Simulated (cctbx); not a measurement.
**Symmetry from intensities**

Cell: a = 6.4290 Å, b = 6.4290 Å, c = 9.9520 Å, α = 90.00°, β = 90.00°, γ = 120.00°. Expected content of the cell: Lu1 Mg14 Be1.

The data are simulated with cctbx, not measured: Cu Kα, λ = 1.54184 Å, to d = 0.83 Å, 50 % of the full sphere, strongest reflection 40000 counts, noise from counting, a 6 % proportional error and a noise floor of 8 counts (s.d.); no absorption.

Tests on the unmerged data give:

```text
1293 reflections to d = 0.831 A
centring   violations  <I/sigma> of those
    A        646 of   646     14.5
    B        668 of   668     14.5
    C        644 of   644     14.6
    I        646 of   646     14.5
    R        874 of   874     14.7
    F        979 of   979     14.5
Laue class    unique    Rint  (classes that these axes allow; Friedel mates merged)
P -1              983   0.041
P 1 1 2/m         638   0.043
P -3              439   0.045
P -3 1 m          258   0.049
P -3 m 1          283   0.048
P 6/m             238   0.049
P 6/m m m         168   0.050
space group    extra absences  I>4sigma  <I/sigma>
P 6 2 2                 0          0         -  acentric
P 6 m m                 0          0         -  acentric
P -6 m 2                0          0         -  acentric
P -6 2 m                0          0         -  acentric
P 6/m m m               0          0         -  centric
Wilson B = 1.22 A^2   <|E^2-1|> = 0.656 (0.968 centric, 0.736 acentric)   E^2>4: 1.2 %
shell (A)         n   <I/sigma>
 9.95 - 1.66     28     32.4
 1.66 - 1.32     23     36.3
 1.32 - 1.15     20     38.6
 1.15 - 1.05     21     33.9
 1.05 - 0.97     20     36.8
 0.97 - 0.91     17     37.0
 0.91 - 0.87     22     35.7
 0.87 - 0.83     17     33.7
```

**Question.** What are the lattice type, the Laue class and the likely space group?

Every centring test has many violations, so the lattice is primitive.

Rint stays low (0.041 to 0.050) up to P 6/m m m, the highest class in these axes.

5 settings pass the absence test. No glide or screw absences show, which leaves P 6 2 2, P 6 m m, P -6 m 2, P -6 2 m and P 6/m m m.

⟨|E²−1|⟩ = 0.656 leans to a non-centrosymmetric structure, or to twinning, which lowers it. The Wilson B of 1.22 Å² means U ≈ 0.0155 Å².

The true group is P-6m2 (no. 187), Laue class 6/mmm, non-centrosymmetric. The tables only narrow the choice to the tied entries; cell content, site symmetry and trial solutions must settle it.

The model is made up (kin elements in a known structure type, no relaxation), so it says nothing on whether the phase exists.

[Logs are printed without paths, hosts, clocks, repeated set-up lines and the standing remarks that a program may print on its own settings, such as how far it seeks lower states.]
